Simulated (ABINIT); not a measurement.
# Beyond one shot: CsH (Pm-3m)

How far does self-consistency move the gap of CsH (Pm-3m)?

Program: ABINIT 10.8.3. Level of theory: LDA and many-body steps on it, plane waves. Results are calculated unless marked as measured.

Most raw output is cut from this account.

### Step 1. Set-up

It takes space group Pm-3m (No. 221, cubic). Conventional cell: a = 3.818 Å, b = 3.818 Å, c = 3.818 Å, α = 90.00°, β = 90.00°, γ = 90.00°. Cs has 8 H at 3.31 Å nearest. Nearest to H lie 8 Cs at 3.31 Å. Farther neighbours are not listed.

The cell and positions are those that the Materials Project relaxed with its own functionals (PBE, PBE+U or r2SCAN), kept fixed. Spin-orbit coupling is left out unless a step names it.

### Step 2. Empty states on the mesh, 4×4×4 mesh, 45 bands

This step: ABINIT 10.8.3; DFT, LDA, plane waves, norm-conserving pseudopotentials.

The sums over transitions need many empty states on a uniform mesh; this step solves for them.

run.abi

```
acell 3*1.0 Angstrom
rprim 
  3.818408540000 0.000000000000 0.000000000000
  0.000000000000 3.818408540000 0.000000000000
  0.000000000000 0.000000000000 3.818408540000
ntypat 2
znucl 55 1
natom 2
typat 1 2
xred 
  0.000000000000 0.000000000000 0.000000000000
  0.500000000000 0.500000000000 0.500000000000
pp_dirpath "pseudos"
pseudos "Cs.upf, H.upf"
ecut 31
ngkpt 4 4 4
nshiftk 1
shiftk 0 0 0
kptopt 1
chksymbreak 0
iscf -2
irdden 1
istwfk *1
nband 45
nbdbuf 4
tolwfr 1e-09
nstep 60
prtvol 0
indata_prefix "in"
outdata_prefix "out"
tmpdata_prefix "tmp"
```

Run with:

```bash
OMP_NUM_THREADS=1 mpirun -n 4 abinit run.abi > log
```

Elapsed: 15 s, on 4 MPI ranks of Arm Neoverse N1, shared host; peak memory 0.29 GiB; 61 s of CPU time.

This step gave:

- gap: 2.297 eV
- k of the valence top: 0.5, 0.5, 0.5
- k of the conduction bottom: 0.5, 0, 0
- least direct gap: 2.488 eV
- k points computed: 10
- lowest point of the top converged band, above the valence top: 32.30 eV

On this mesh the gap is 2.297 eV.

The density comes from a self-consistent run that is not shown.

### Step 3. Screening, 4×4×4 mesh, 41 bands, screening to 106.1 eV

The RPA dielectric matrix is built and inverted for each q.

This step: RPA screening on LDA, plane waves, norm-conserving pseudopotentials.

Edit run.abi of step 2 so:

```diff
@@ -20,10 +20,11 @@
 chksymbreak 0
-iscf -2
-irdden 1
 istwfk *1
-nband 45
-nbdbuf 4
-tolwfr 1e-09
-nstep 60
-prtvol 0
+occopt 1
+irdwfk 1
+optdriver 3
+nband 41
+ecuteps 3.9
+inclvkb 2
+awtr 1
+symchi 1
 indata_prefix "in"
```

It took 10 s on 4 MPI ranks; peak memory 0.51 GiB; 40 s of CPU time.

Numbers from this step:

- ε∞ with local fields, on this mesh, along the program's q direction: 3.834
- the same without local fields: 4.357
- plasma frequency: 15.74 eV
- plane waves in the screening matrix: 147

Local fields lower ε∞ by 12 %. On a Γ-centred mesh this coarse the value itself is usually too large, while a short band sum pulls it down.

### Step 4. G0W0

The self-energy is evaluated for the states that the input lists, and the levels follow from it, in one-shot runs by the linearised quasiparticle equation.

This step: G0W0 on LDA, plane waves, norm-conserving pseudopotentials.

Edit run.abi of step 3 so:

```diff
@@ -23,8 +23,19 @@
 irdwfk 1
-optdriver 3
+optdriver 4
 nband 41
+gwcalctyp 0
+ecutsigx 31
+symsigma 1
+nkptgw 3
+kptgw 
+  0.5000000000 0.5000000000 0.5000000000
+  0.5000000000 0.0000000000 0.0000000000
+  0.0000000000 0.0000000000 0.0000000000
+bdgw 
+  2 8
+  3 7
+  2 7
 ecuteps 3.9
-inclvkb 2
-awtr 1
-symchi 1
+irdscr 1
+ppmodel 1
 indata_prefix "in"
```

Run time: 8.8 s. Hardware: 4 MPI ranks; peak memory 0.6 GiB; 35 s of CPU time.

Numbers from this step:

| Quantity | Value |
| --- | --- |
| G0W0 gap on the points computed | 4.259 eV |
| starting gap on the mesh | 2.297 eV |
| k of the valence top | 0.5, 0.5, 0.5 |
| k of the conduction bottom | 0.5, 0, 0 |
| Z at the valence top | 0.772 |
| Z at the conduction bottom | 0.827 |
| least direct G0W0 gap on the computed points | 4.4 eV |

The gap on the mesh goes from 2.30 eV to 4.26 eV, a correction of +1.96 eV.

### Step 5. evGW0, cycle 1

This step: evGW0 on LDA, plane waves, norm-conserving pseudopotentials.

Edit run.abi of step 4 so:

```diff
@@ -25,14 +25,28 @@
 nband 41
-gwcalctyp 0
+gwcalctyp 10
 ecutsigx 31
 symsigma 1
-nkptgw 3
+nkptgw 10
 kptgw 
+  0.0000000000 0.0000000000 0.0000000000
+  0.2500000000 0.0000000000 0.0000000000
+  0.5000000000 0.0000000000 0.0000000000
+  0.2500000000 0.2500000000 0.0000000000
+  0.5000000000 0.2500000000 0.0000000000
+  0.5000000000 0.5000000000 0.0000000000
+  0.2500000000 0.2500000000 0.2500000000
+  0.5000000000 0.2500000000 0.2500000000
+  0.5000000000 0.5000000000 0.2500000000
   0.5000000000 0.5000000000 0.5000000000
-  0.5000000000 0.0000000000 0.0000000000
-  0.0000000000 0.0000000000 0.0000000000
 bdgw 
-  2 8
-  3 7
-  2 7
+  1 11
+  1 11
+  1 11
+  1 11
+  1 11
+  1 11
+  1 11
+  1 11
+  1 11
+  1 11
 ecuteps 3.9
```

Run time: 60 s. Hardware: 4 MPI ranks; peak memory 1 GiB; 4 min of CPU time.

This step gave:

- quasiparticle gap on the mesh: 4.753 eV
- gap of the density functional on the mesh: 2.297 eV
- k of the valence top: 0.5, 0.5, 0.5
- k of the conduction bottom: 0.5, 0, 0
- Z at the valence top: 0.772
- Z at the conduction bottom: 0.827
- least direct quasiparticle gap on the computed points: 4.887 eV

Against G0W0 in ABINIT (4×4×4 mesh, 41 bands, screening to 106.1 eV, Godby-Needs plasmon pole), the gap moves by +0.494 eV. This first cycle still uses the starting levels; it takes the full correction, at all points of the mesh, and its linearised value is 4.259 eV.

### Step 6. evGW0, cycle 2

The corrected levels of the last cycle go back in.

Edit run.abi of step 5 so:

```diff
@@ -54,2 +54,3 @@
 ppmodel 1
+irdqps 1
 indata_prefix "in"
```

It took 60 s on 4 MPI ranks; peak memory 1 GiB.

This step gave:

```
quasiparticle gap on the mesh                         : 4.569 eV
gap of the density functional on the mesh             : 2.297 eV
k of the valence top                                  : 0.5, 0.5, 0.5
k of the conduction bottom                            : 0.5, 0, 0
least direct quasiparticle gap on the computed points : 4.690 eV
```

Against the cycle before, the gap moves by −0.184 eV.

### Step 7. evGW0, cycle 3

run.abi is that of step 6.

It took 60 s on 4 MPI ranks; peak memory 1 GiB.

Numbers from this step:

```
quasiparticle gap on the mesh                         : 4.58 eV
gap of the density functional on the mesh             : 2.297 eV
k of the valence top                                  : 0.5, 0.5, 0.5
k of the conduction bottom                            : 0.5, 0, 0
least direct quasiparticle gap on the computed points : 4.705 eV
```

Against the cycle before, the gap moves by +0.011 eV.

### Step 8. evGW0, cycle 4

run.abi is that of step 7.

Run time: 60 s. Hardware: 4 MPI ranks; peak memory 1 GiB; 4 min of CPU time.

This step gave:

| Property | Result |
| --- | --- |
| quasiparticle gap on the mesh | 4.581 eV |
| gap of the density functional on the mesh | 2.297 eV |
| k of the valence top | 0.5, 0.5, 0.5 |
| k of the conduction bottom | 0.5, 0, 0 |
| least direct quasiparticle gap on the computed points | 4.704 eV |

Against the cycle before, the gap moves by +0.001 eV.

### Step 9. Screening, 4×4×4 mesh, 41 bands, screening to 106.1 eV

This step: RPA screening on LDA, plane waves, norm-conserving pseudopotentials.

run.abi

```
acell 3*1.0 Angstrom
rprim 
  3.818408540000 0.000000000000 0.000000000000
  0.000000000000 3.818408540000 0.000000000000
  0.000000000000 0.000000000000 3.818408540000
ntypat 2
znucl 55 1
natom 2
typat 1 2
xred 
  0.000000000000 0.000000000000 0.000000000000
  0.500000000000 0.500000000000 0.500000000000
pp_dirpath "pseudos"
pseudos "Cs.upf, H.upf"
ecut 31
ngkpt 4 4 4
nshiftk 1
shiftk 0 0 0
kptopt 1
chksymbreak 0
istwfk *1
occopt 1
irdwfk 1
optdriver 3
nband 41
ecuteps 3.9
inclvkb 2
awtr 1
symchi 1
gwcalctyp 10
mbpt_sciss 2.418 eV
nqptdm 1
qptdm 
  0 0 0
indata_prefix "in"
outdata_prefix "out"
tmpdata_prefix "tmp"
```

It took 4.3 s on 4 MPI ranks; peak memory 0.4 GiB; 17 s of CPU time.

This step gave:

```yaml
eps_infinity_with_local_fields_on_this_mesh_along_the_program_s_q_direction: 2.992
the_same_without_local_fields: 3.325
plasma_frequency: 15.74 eV
plane_waves_in_the_screening_matrix: 147
```

This screening uses the functional's bands under a rigid shift, the mean opening of the cycle before.

### Step 10. Screening, 4×4×4 mesh, 41 bands, screening to 106.1 eV

This step: RPA screening on LDA from quasiparticle energies, plane waves, norm-conserving pseudopotentials.

Edit run.abi of step 9 so:

```diff
@@ -29,7 +29,15 @@
 symchi 1
+irdqps 1
 gwcalctyp 10
-mbpt_sciss 2.418 eV
-nqptdm 1
+nqptdm 9
 qptdm 
-  0 0 0
+  0.2500000000 0.0000000000 0.0000000000
+  0.5000000000 0.0000000000 0.0000000000
+  0.2500000000 0.2500000000 0.0000000000
+  0.5000000000 0.2500000000 0.0000000000
+  0.5000000000 0.5000000000 0.0000000000
+  0.2500000000 0.2500000000 0.2500000000
+  0.5000000000 0.2500000000 0.2500000000
+  0.5000000000 0.5000000000 0.2500000000
+  0.5000000000 0.5000000000 0.5000000000
 indata_prefix "in"
```

mrgscr.stdin

```
2
merged
q0_SCR
out_SCR
1
```

Run with:

```bash
OMP_NUM_THREADS=1 mpirun -n 4 abinit run.abi > log; mrgscr < mrgscr.stdin
```

Elapsed: 9.1 s, on 4 MPI ranks; peak memory 0.46 GiB.

This step gave:

```yaml
plasma_frequency: 15.74 eV
plane_waves_in_the_screening_matrix: 147
```

This screening reads the quasiparticle levels of the cycle before.

### Step 11. evGW, cycle 1

This step: evGW on LDA, plane waves, norm-conserving pseudopotentials.

Edit run.abi of step 10 so:

```diff
@@ -23,12 +23,10 @@
 irdwfk 1
-optdriver 3
+optdriver 4
 nband 41
-ecuteps 3.9
-inclvkb 2
-awtr 1
-symchi 1
-irdqps 1
 gwcalctyp 10
-nqptdm 9
-qptdm 
+ecutsigx 31
+symsigma 1
+nkptgw 10
+kptgw 
+  0.0000000000 0.0000000000 0.0000000000
   0.2500000000 0.0000000000 0.0000000000
@@ -42,2 +40,17 @@
   0.5000000000 0.5000000000 0.5000000000
+bdgw 
+  1 11
+  1 11
+  1 11
+  1 11
+  1 11
+  1 11
+  1 11
+  1 11
+  1 11
+  1 11
+ecuteps 3.9
+irdscr 1
+ppmodel 1
+irdqps 1
 indata_prefix "in"
```

Run with:

```bash
OMP_NUM_THREADS=1 mpirun -n 4 abinit run.abi > log
```

Run time: 60 s. Hardware: 4 MPI ranks; peak memory 1 GiB.

Numbers from this step:

```
quasiparticle gap on the mesh                         : 5.104 eV
gap of the density functional on the mesh             : 2.297 eV
k of the valence top                                  : 0.5, 0.5, 0.5
k of the conduction bottom                            : 0.5, 0, 0
least direct quasiparticle gap on the computed points : 5.228 eV
```

Against G0W0 in ABINIT (4×4×4 mesh, 41 bands, screening to 106.1 eV, Godby-Needs plasmon pole), the gap moves by +0.845 eV.

### Step 12. Screening, 4×4×4 mesh, 41 bands, screening to 106.1 eV

This step: RPA screening on LDA, plane waves, norm-conserving pseudopotentials.

run.abi

```
acell 3*1.0 Angstrom
rprim 
  3.818408540000 0.000000000000 0.000000000000
  0.000000000000 3.818408540000 0.000000000000
  0.000000000000 0.000000000000 3.818408540000
ntypat 2
znucl 55 1
natom 2
typat 1 2
xred 
  0.000000000000 0.000000000000 0.000000000000
  0.500000000000 0.500000000000 0.500000000000
pp_dirpath "pseudos"
pseudos "Cs.upf, H.upf"
ecut 31
ngkpt 4 4 4
nshiftk 1
shiftk 0 0 0
kptopt 1
chksymbreak 0
istwfk *1
occopt 1
irdwfk 1
optdriver 3
nband 41
ecuteps 3.9
inclvkb 2
awtr 1
symchi 1
gwcalctyp 10
mbpt_sciss 2.988 eV
nqptdm 1
qptdm 
  0 0 0
indata_prefix "in"
outdata_prefix "out"
tmpdata_prefix "tmp"
```

Run time: 4.3 s. Hardware: 4 MPI ranks; peak memory 0.4 GiB.

This step gave:

```yaml
eps_infinity_with_local_fields_on_this_mesh_along_the_program_s_q_direction: 2.873
the_same_without_local_fields: 3.180
plasma_frequency: 15.74 eV
plane_waves_in_the_screening_matrix: 147
```

This screening uses the functional's bands under a rigid shift, the mean opening of the cycle before.

### Step 13. Screening, 4×4×4 mesh, 41 bands, screening to 106.1 eV

This step: RPA screening on LDA from quasiparticle energies, plane waves, norm-conserving pseudopotentials.

Edit run.abi of step 12 so:

```diff
@@ -29,7 +29,15 @@
 symchi 1
+irdqps 1
 gwcalctyp 10
-mbpt_sciss 2.988 eV
-nqptdm 1
+nqptdm 9
 qptdm 
-  0 0 0
+  0.2500000000 0.0000000000 0.0000000000
+  0.5000000000 0.0000000000 0.0000000000
+  0.2500000000 0.2500000000 0.0000000000
+  0.5000000000 0.2500000000 0.0000000000
+  0.5000000000 0.5000000000 0.0000000000
+  0.2500000000 0.2500000000 0.2500000000
+  0.5000000000 0.2500000000 0.2500000000
+  0.5000000000 0.5000000000 0.2500000000
+  0.5000000000 0.5000000000 0.5000000000
 indata_prefix "in"
```

mrgscr.stdin is that of step 10.

Run with:

```bash
OMP_NUM_THREADS=1 mpirun -n 4 abinit run.abi > log; mrgscr < mrgscr.stdin
```

Run time: 10 s. Hardware: 4 MPI ranks; peak memory 0.46 GiB; 41 s of CPU time.

This step gave:

| Item | Value |
| --- | --- |
| plasma frequency | 15.74 eV |
| plane waves in the screening matrix | 147 |

This screening reads the quasiparticle levels of the cycle before.

### Step 14. evGW, cycle 2

This step: evGW on LDA, plane waves, norm-conserving pseudopotentials.

Edit run.abi of step 13 so:

```diff
@@ -23,12 +23,10 @@
 irdwfk 1
-optdriver 3
+optdriver 4
 nband 41
-ecuteps 3.9
-inclvkb 2
-awtr 1
-symchi 1
-irdqps 1
 gwcalctyp 10
-nqptdm 9
-qptdm 
+ecutsigx 31
+symsigma 1
+nkptgw 10
+kptgw 
+  0.0000000000 0.0000000000 0.0000000000
   0.2500000000 0.0000000000 0.0000000000
@@ -42,2 +40,17 @@
   0.5000000000 0.5000000000 0.5000000000
+bdgw 
+  1 11
+  1 11
+  1 11
+  1 11
+  1 11
+  1 11
+  1 11
+  1 11
+  1 11
+  1 11
+ecuteps 3.9
+irdscr 1
+ppmodel 1
+irdqps 1
 indata_prefix "in"
```

Run with:

```bash
OMP_NUM_THREADS=1 mpirun -n 4 abinit run.abi > log
```

Elapsed: 61 s, on 4 MPI ranks; peak memory 1 GiB; 4 min of CPU time.

This step gave:

```yaml
quasiparticle_gap_on_the_mesh: 5.179 eV
gap_of_the_density_functional_on_the_mesh: 2.297 eV
k_of_the_valence_top: 0.5, 0.5, 0.5
k_of_the_conduction_bottom: 0.5, 0, 0
least_direct_quasiparticle_gap_on_the_computed_points: 5.301 eV
```

Against the cycle before, the gap moves by +0.075 eV.

### Step 15. Screening, 4×4×4 mesh, 41 bands, screening to 106.1 eV

This step: RPA screening on LDA, plane waves, norm-conserving pseudopotentials.

run.abi

```
acell 3*1.0 Angstrom
rprim 
  3.818408540000 0.000000000000 0.000000000000
  0.000000000000 3.818408540000 0.000000000000
  0.000000000000 0.000000000000 3.818408540000
ntypat 2
znucl 55 1
natom 2
typat 1 2
xred 
  0.000000000000 0.000000000000 0.000000000000
  0.500000000000 0.500000000000 0.500000000000
pp_dirpath "pseudos"
pseudos "Cs.upf, H.upf"
ecut 31
ngkpt 4 4 4
nshiftk 1
shiftk 0 0 0
kptopt 1
chksymbreak 0
istwfk *1
occopt 1
irdwfk 1
optdriver 3
nband 41
ecuteps 3.9
inclvkb 2
awtr 1
symchi 1
gwcalctyp 10
mbpt_sciss 3.066 eV
nqptdm 1
qptdm 
  0 0 0
indata_prefix "in"
outdata_prefix "out"
tmpdata_prefix "tmp"
```

Elapsed: 4.3 s, on 4 MPI ranks; peak memory 0.4 GiB.

This step gave:

```yaml
eps_infinity_with_local_fields_on_this_mesh_along_the_program_s_q_direction: 2.858
the_same_without_local_fields: 3.162
plasma_frequency: 15.74 eV
plane_waves_in_the_screening_matrix: 147
```

This screening uses the functional's bands under a rigid shift, the mean opening of the cycle before.

### Step 16. Screening, 4×4×4 mesh, 41 bands, screening to 106.1 eV

This step: RPA screening on LDA from quasiparticle energies, plane waves, norm-conserving pseudopotentials.

Edit run.abi of step 15 so:

```diff
@@ -29,7 +29,15 @@
 symchi 1
+irdqps 1
 gwcalctyp 10
-mbpt_sciss 3.066 eV
-nqptdm 1
+nqptdm 9
 qptdm 
-  0 0 0
+  0.2500000000 0.0000000000 0.0000000000
+  0.5000000000 0.0000000000 0.0000000000
+  0.2500000000 0.2500000000 0.0000000000
+  0.5000000000 0.2500000000 0.0000000000
+  0.5000000000 0.5000000000 0.0000000000
+  0.2500000000 0.2500000000 0.2500000000
+  0.5000000000 0.2500000000 0.2500000000
+  0.5000000000 0.5000000000 0.2500000000
+  0.5000000000 0.5000000000 0.5000000000
 indata_prefix "in"
```

mrgscr.stdin is that of step 13.

Run with:

```bash
OMP_NUM_THREADS=1 mpirun -n 4 abinit run.abi > log; mrgscr < mrgscr.stdin
```

It took 9 s on 4 MPI ranks; peak memory 0.46 GiB; 36 s of CPU time.

This step gave:

```yaml
plasma_frequency: 15.74 eV
plane_waves_in_the_screening_matrix: 147
```

This screening reads the quasiparticle levels of the cycle before.

### Step 17. evGW, cycle 3

This step: evGW on LDA, plane waves, norm-conserving pseudopotentials.

Edit run.abi of step 16 so:

```diff
@@ -23,12 +23,10 @@
 irdwfk 1
-optdriver 3
+optdriver 4
 nband 41
-ecuteps 3.9
-inclvkb 2
-awtr 1
-symchi 1
-irdqps 1
 gwcalctyp 10
-nqptdm 9
-qptdm 
+ecutsigx 31
+symsigma 1
+nkptgw 10
+kptgw 
+  0.0000000000 0.0000000000 0.0000000000
   0.2500000000 0.0000000000 0.0000000000
@@ -42,2 +40,17 @@
   0.5000000000 0.5000000000 0.5000000000
+bdgw 
+  1 11
+  1 11
+  1 11
+  1 11
+  1 11
+  1 11
+  1 11
+  1 11
+  1 11
+  1 11
+ecuteps 3.9
+irdscr 1
+ppmodel 1
+irdqps 1
 indata_prefix "in"
```

Run with:

```bash
OMP_NUM_THREADS=1 mpirun -n 4 abinit run.abi > log
```

It took 60 s on 4 MPI ranks; peak memory 1 GiB.

This step gave:

```
quasiparticle gap on the mesh                         : 5.188 eV
gap of the density functional on the mesh             : 2.297 eV
k of the valence top                                  : 0.5, 0.5, 0.5
k of the conduction bottom                            : 0.5, 0, 0
least direct quasiparticle gap on the computed points : 5.31 eV
```

Against the cycle before, the gap moves by +0.009 eV.

### Step 18. The runs together

Times are wall times on 4 MPI ranks of Arm Neoverse N1, shared host, good to a factor of about two. A run's time includes the screening step that it read.

```csv
run,mesh,bands,screening cutoff (eV),DFT gap (eV),gap on the mesh (eV),direct (eV),ε∞ used,time
G0W0,4×4×4,41,106.1,2.297,4.259,4.400,3.83,19 s
"evGW0, cycle 1",4×4×4,41,106.1,2.297,4.753,4.887,3.83,70 s
"evGW0, cycle 2",4×4×4,41,106.1,2.297,4.569,4.690,3.83,71 s
"evGW0, cycle 3",4×4×4,41,106.1,2.297,4.580,4.705,3.83,70 s
"evGW0, cycle 4",4×4×4,41,106.1,2.297,4.581,4.704,3.83,70 s
"evGW, cycle 1",4×4×4,41,106.1,2.297,5.104,5.228,2.99,73 s
"evGW, cycle 2",4×4×4,41,106.1,2.297,5.179,5.301,2.87,75 s
"evGW, cycle 3",4×4×4,41,106.1,2.297,5.188,5.310,2.86,74 s
```

### Step 19. Summary of results

```json
{
  "G0W0": "4.259 eV",
  "evGW0, cycle 1": "4.753 eV",
  "evGW0, cycle 2": "4.569 eV",
  "evGW0, cycle 3": "4.580 eV",
  "evGW0, cycle 4": "4.581 eV",
  "evGW, cycle 1": "5.104 eV",
  "evGW, cycle 2": "5.179 eV",
  "evGW, cycle 3": "5.188 eV",
  "known limits": "not at the basis limit; no spin-orbit coupling; coarse k mesh"
}
```

**Reading.** Only the bands that the input lists are updated; the others, empty or deep, keep the functional's energies or take a rigid shift. The evGW loop starts from the last levels of evGW0, so its cycles and time come on top of those. evGW0 ends at 4.58 eV, +0.32 eV from G0W0, after 4 cycles that took 4 min beside the first screening; the last moved the gap by 0.001 eV. evGW ends at 5.19 eV, +0.93 eV from G0W0, after 3 cycles that took 3.7 min beside the first screening; the last moved the gap by 0.009 eV. The first cycle of evGW0 takes the full correction, without the factor Z, so it overshoots the one-shot value. Bands and cutoff are finite, so the gap is not at the basis limit. The miss can reach some tenths of an eV and take either sign; the mesh is an error of its own. The 4×4×4 mesh is coarse for this cell, which bears on the long-range parts of exchange and screening. In the updated screening the q = 0 part is built from Kohn-Sham bands under a rigid shift, the other q from the quasiparticle levels. The many-body steps are scalar-relativistic: spin-orbit coupling is not in them.

[Paths, hosts, dates, memory and timing lines, banners, echoed tables and standing remarks are left out of the program output.]

[Logs are printed without paths, hosts, clocks, repeated set-up lines and the standing remarks that a program may print on its own settings, such as how far it seeks lower states.]

[Runs of the session that timed out or met a known fault of the program may be left out.]

[Hosts, paths, dates, database ids (printed as entryN), source tags and the programs' standing remarks are cut or masked in the printed files.]

[G0W0 gaps are taken among the corrected bands and points alone; a level outside them can change the order at an edge.]

[Where Ansatz stands beside ABINIT at settings called matched, ABINIT's density can come from a denser mesh and the files from another edition; pairs whose starting gaps differed by over 0.03 eV were left out, so agreement reads better than it is.]
